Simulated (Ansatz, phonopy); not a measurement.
# How KBr (Fm-3m) expands on warming, part 4 of 4

How much does KBr expand with temperature?

Measurements to reproduce:
- volume expansion coefficient 116.1 1e-6/K and heat capacity C_P per formula unit 52.3 J/mol/K near room temperature (given in “High-Throughput Prediction of Finite-Temperature Properties using the Quasi-Harmonic Approximation”, 2016, arXiv:1603.06924)
- volume expansion coefficient 117.6 1e-6/K near room temperature (given in “Descriptors for thermal expansion in solids”, 2017, arXiv:1701.03966)

Ansatz 0.2.0; DFT r2SCAN, scalar-relativistic, plane waves, PAW.

So far. Step 2 (Probe on a coarse mesh): The start is under 0.066 GPa at this level and looks like an insulator or semiconductor on this mesh. Step 4 (Relaxing to small residual forces and stress): The residual pressure is 1.6e-4 GPa, small enough for phonons.

**5. Phonons on strained cells (continued)**

Quasi-harmonic; a, b, c are the run's own cell vectors. Expansion, by row:

```
T (K)  a (Å)  b (Å)  c (Å)  alpha (deg)  beta (deg)  gamma (deg)  cell volume (Å³/cell)  alpha_a (1e-6/K)  alpha_b (1e-6/K)  alpha_c (1e-6/K)  alpha_V (1e-6/K)  C_P (J/mol-atom/K)  C_V (J/mol-atom/K)  S (J/mol-atom/K)  B_T (GPa)  B_S (GPa)  Grueneisen  extrapolation  fit error (1e-6/K)
    0  4.686  4.686  4.686           60          60           60                  72.76                 0                 0                 0                 0                   0                   0                 0      15.49      15.49           -              0                   0
   25  4.686  4.686  4.686           60          60           60                  72.76              5.75              5.75              5.75             17.25               5.756               5.753             2.365      15.47      15.48       1.017              0                   0
   50  4.688  4.688  4.688           60          60           60                  72.84             20.35             20.35             20.35             61.05               14.88               14.82             9.414      15.33      15.39       1.385              0                0.01
   75  4.691  4.691  4.691           60          60           60                  72.97             28.87             28.87             28.87              86.6               19.56               19.38             16.45      15.12      15.26       1.485              0                0.01
  100  4.694  4.694  4.694           60          60           60                  73.15             33.43             33.43             33.43             100.3               21.88               21.55             22.43      14.88      15.11       1.525              0                0.02
  125  4.698  4.698  4.698           60          60           60                  73.34             36.23             36.23             36.23             108.7               23.18                22.7             27.46      14.63      14.94       1.548              0                0.02
  150  4.703  4.703  4.703           60          60           60                  73.54             38.23             38.23             38.23             114.7               23.99               23.36             31.77      14.38      14.77       1.563              0                0.03
  175  4.707  4.707  4.707           60          60           60                  73.76             39.83             39.83             39.83             119.5               24.56               23.78             35.51      14.12      14.59       1.576              0                0.03
  200  4.712  4.712  4.712           60          60           60                  73.98             41.22             41.22             41.22             123.7                  25               24.05             38.82      13.86       14.4       1.588              0                0.03
  225  4.717  4.717  4.717           60          60           60                  74.22             42.51             42.51             42.51             127.5               25.35               24.24             41.78      13.59      14.22       1.598              0                0.04
  250  4.722  4.722  4.722           60          60           60                  74.46             43.77             43.77             43.77             131.3               25.66               24.38             44.47      13.32      14.02       1.609              0                0.04
  275  4.727  4.727  4.727           60          60           60                  74.71             45.03             45.03             45.03             135.1               25.95               24.48             46.93      13.04      13.83       1.619              0                0.05
298.1  4.732  4.732  4.732           60          60           60                  74.94             46.21             46.21             46.21             138.6                26.2               24.55             49.04      12.78      13.64       1.629              0                0.05
  300  4.733  4.733  4.733           60          60           60                  74.96             46.31             46.31             46.31             138.9               26.23               24.56              49.2      12.76      13.63        1.63              0                0.05
  325  4.738  4.738  4.738           60          60           60                  75.23             47.64             47.64             47.64             142.9               26.49               24.62             51.31      12.47      13.42        1.64              0                0.06
  350  4.744  4.744  4.744           60          60           60                   75.5             49.04             49.04             49.04             147.1               26.76               24.66             53.28      12.18      13.21       1.651              0                0.06
  375   4.75   4.75   4.75           60          60           60                  75.78             50.52             50.52             50.52             151.6               27.04                24.7             55.14      11.88         13       1.663              0                0.07
  400  4.756  4.756  4.756           60          60           60                  76.07              52.1              52.1              52.1             156.3               27.32               24.73             56.89      11.57      12.78       1.675              0                0.07
  425  4.762  4.762  4.762           60          60           60                  76.38             53.81             53.81             53.81             161.4               27.63               24.76             58.56      11.26      12.56       1.687              0                0.07
  450  4.769  4.769  4.769           60          60           60                  76.69             55.65             55.65             55.65               167               27.95               24.78             60.15      10.93      12.33       1.701              0                0.06
  475  4.776  4.776  4.776           60          60           60                  77.02             57.67             57.67             57.67               173                28.3                24.8             61.67       10.6      12.09       1.714              0                0.07
  500  4.783  4.783  4.783           60          60           60                  77.36             59.89             59.89             59.89             179.7               28.67               24.82             63.13      10.25      11.85       1.729              0                 0.1
```

The expansion coefficient by temperature; values in 1e-6/K:

```
temperature (K)  volume  principal 1
              0       0            0
             25    17.2         5.75
             50    61.0         20.4
             75    86.6         28.9
            100     100         33.4
            125     109         36.2
            150     115         38.2
            175     119         39.8
            200     124         41.2
            225     128         42.5
            250     131         43.8
            275     135         45.0
            298     139         46.2
            300     139         46.3
            325     143         47.6
            350     147         49.0
            375     152         50.5
            400     156         52.1
            425     161         53.8
            450     167         55.6
            475     173         57.7
            500     180         59.9
```

At 298 K the volume expansion is 139 × 10⁻⁶/K and B_T is 12.8 GPa. The program raised the cutoff to 580 eV by itself: with no cutoff typed, the study takes about 1.16 times the default for its relaxations and scales it with the volume for the phonons.

**6. Free-energy fit**

This step: DFT r2SCAN, scalar-relativistic, plane waves, PAW (phonopy 4.10.0).

Numbers from this step:

```
volume expansion coefficient at 300 K : 139.0 1e-6/K
isothermal bulk modulus at 300 K      : 12.75 GPa
C_P at 300 K                          : 26.25 J/mol-atom/K
Grüneisen parameter at 300 K          : 1.63
```

Table of energy (each curve on its own zero) by volume; values in meV/atom:

```
volume (Å³/atom)  static  F at 0 K  F at 300 K  F at 500 K
           36.09       0      1.22        5.48        9.03
           36.64    0.41       1.2        4.06        6.42
           37.36    2.11      2.33        3.27        4.03
           38.01    4.64      4.37        3.55        2.85
           38.68    8.08      7.34        4.68        2.47
           39.35    12.4      11.2         6.6        2.83
```

Phonopy-qha, vinet fit of F(V) at each temperature. Qha vinet, by row:

```
T (K)  fitted volume (Å³/atom)  alpha_V (1e-6/K)  B_T (GPa)  C_P (J/mol-atom/K)  Grueneisen
   75                    36.49             84.72      15.11               19.55       1.452
  100                    36.57             99.46      14.87               21.96       1.512
  125                    36.67             108.3      14.63               23.26       1.542
  150                    36.77             114.5      14.38               24.06        1.56
  175                    36.88             119.4      14.12               24.62       1.574
  200                    36.99             123.6      13.86               25.05       1.586
  225                    37.11             127.5      13.59               25.39       1.598
  250                    37.23             131.3      13.32                25.7       1.608
  275                    37.35             135.1      13.04               25.98       1.619
  300                    37.48               139      12.75               26.25        1.63
  325                    37.61             143.1      12.46               26.52       1.641
  350                    37.75             147.3      12.17               26.78       1.652
  375                    37.89             151.7      11.87               27.06       1.664
  400                    38.04             156.5      11.56               27.34       1.676
  425                    38.19             161.6      11.25               27.64       1.689
  450                    38.35               167      10.94               27.96       1.702
  475                    38.51             172.9      10.61               28.31       1.716
```

Table of volume expansion coefficient by temperature; values in 1e-6/K:

```
temperature (K)  phonopy-qha, Vinet  Ansatz's own study
             75                84.7                86.6
            100                99.5                 100
            125                 108                 109
            150                 114                 115
            175                 119                 119
            200                 124                 124
            225                 128                 128
            250                 131                 131
            275                 135                 135
            300                 139                 139
            325                 143                 143
            350                 147                 147
            375                 152                 152
            400                 156                 156
            425                 162                 161
            450                 167                 167
            475                 173                 173
```

The fit gives a volume expansion of 139 × 10⁻⁶/K at 300 K, against 139 at 298 K from the study itself, whose static fit uses more cells.

**7. Outcome**

```
settings of these figures                        : r2SCAN, 580 eV, k 8×8×8, q 4×4×4
volume expansion coefficient at 298 K            : 138.6 1e-6/K
C_P at 298 K                                     : 26.20 J/mol-atom/K
entropy at 298 K                                 : 49.04 J/mol-atom/K
isothermal bulk modulus at 298 K                 : 12.78 GPa
Grüneisen parameter at 298 K                     : 1.629
volume at 298 K                                  : 37.47 Å³/atom
principal linear expansion coefficients at 298 K : 46.21, 46.21, 46.21 1e-6/K
```

**Reading.** Near room temperature KBr expands by 139 × 10⁻⁶/K in volume by r2SCAN, with C_P = 26.2 J/(mol K) per mole of atoms and B_T = 12.8 GPa. C_P at room temperature is 105 % of the classical 3R an atom; C_V is 98 %, and the rest is expansion work. A measured volume expansion coefficient near room temperature is 116.1 1e-6/K (arXiv:1603.06924); the calculated 139 1e-6/K differs by +19 %. A measured heat capacity per formula unit near room temperature is 52.3 J/mol/K (arXiv:1603.06924); the calculated 52.4 J/mol/K agrees within half a per cent. The PAW files were made for PBE and are used here under another functional, for which the program regenerates the frozen cores.

[Logs are printed without paths, hosts, clocks, repeated set-up lines and the standing remarks that a program may print on its own settings, such as how far it seeks lower states.]

[Hosts, paths, dates, database ids (printed as entryN), source tags and the programs' standing remarks are cut or masked in the printed files.]

[A step with changed settings may run another functional than the one named; its input shows which.]
